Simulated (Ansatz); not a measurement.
Two G0W0 runs on PtSe2/PtSe2 (1T bilayer).

The cell holds 6 atoms: 2 Pt and 4 Se. Cell: a = 3.710 Å, b = 3.710 Å, c = 39.600 Å, α = 90.0°, β = 90.0°, γ = 120.0°. It derives from Pt1Se2. Regions: layer 1 (PtSe2), 3 atoms (1 Pt and 2 Se); layer 2 (PtSe2), 3 atoms (1 Pt and 2 Se). Vacuum lies along c.

```xyz
6
Lattice="3.7097 0.0000 0.0000 -1.8548 3.2127 0.0000 0.0000 0.0000 39.6000" Properties=species:S:1:pos:R:3
Pt    0.0000    0.0000   17.0228
Se    0.0000    2.1418   18.3404
Se    1.8548    1.0709   15.6965
Pt    0.0000    2.1418   22.5772
Se    1.8548    1.0709   23.9035
Se    0.0000    0.0000   21.2596
```

The structure was relaxed with PBE-D3(BJ). The runs that relaxed it are not among those shown. Spin-orbit coupling is left out unless a run names it.

The first (Ansatz 0.2.0; start PBE, 6×6×1 mesh, 766 empty bands, screening to 80 eV, PAW set soft_1 files; 1 × NVIDIA H100 80GB HBM3 (shared by 6 runs) with 3 threads of AMD EPYC 7R13 (Zen 3), shared host) gave, on its mesh: starting gap 0.95 eV, G0W0 gap 1.52 eV, mean of 1 + 4πα/V (set by the cell height) 4.60, 53 s.

The second gave: starting gap 0.95 eV, G0W0 gap 1.44 eV, mean of 1 + 4πα/V (set by the cell height) 4.72, 30 s.

Q: What was changed in the input? Choose among start, files, mesh, bands and cutoff, frequency model or another key.

Changed: empty bands from 766 to 312 and screening cutoff (eV) from 80.0 to 44. The starting gap stayed, which rules out the functional and points to the GW step. Other changes could give like numbers; this is the one that was made.

Limits: not at the basis limit; coarse mesh for a sheet; no spin polarisation; d states lean on the start; no spin-orbit coupling.

[Paths, hosts, dates, memory and timing lines, banners, echoed tables and standing remarks are left out of the program output.]

[Logs are printed without paths, hosts, clocks, repeated set-up lines and the standing remarks that a program may print on its own settings, such as how far it seeks lower states.]

[Runs of the session that timed out or met a known fault of the program may be left out.]

[Cells called generated may have been cut or substituted from an entry of the Crystallography Open Database or the Materials Project.]

[Hosts, paths, dates, database ids (printed as entryN), source tags and the programs' standing remarks are cut or masked in the printed files.]
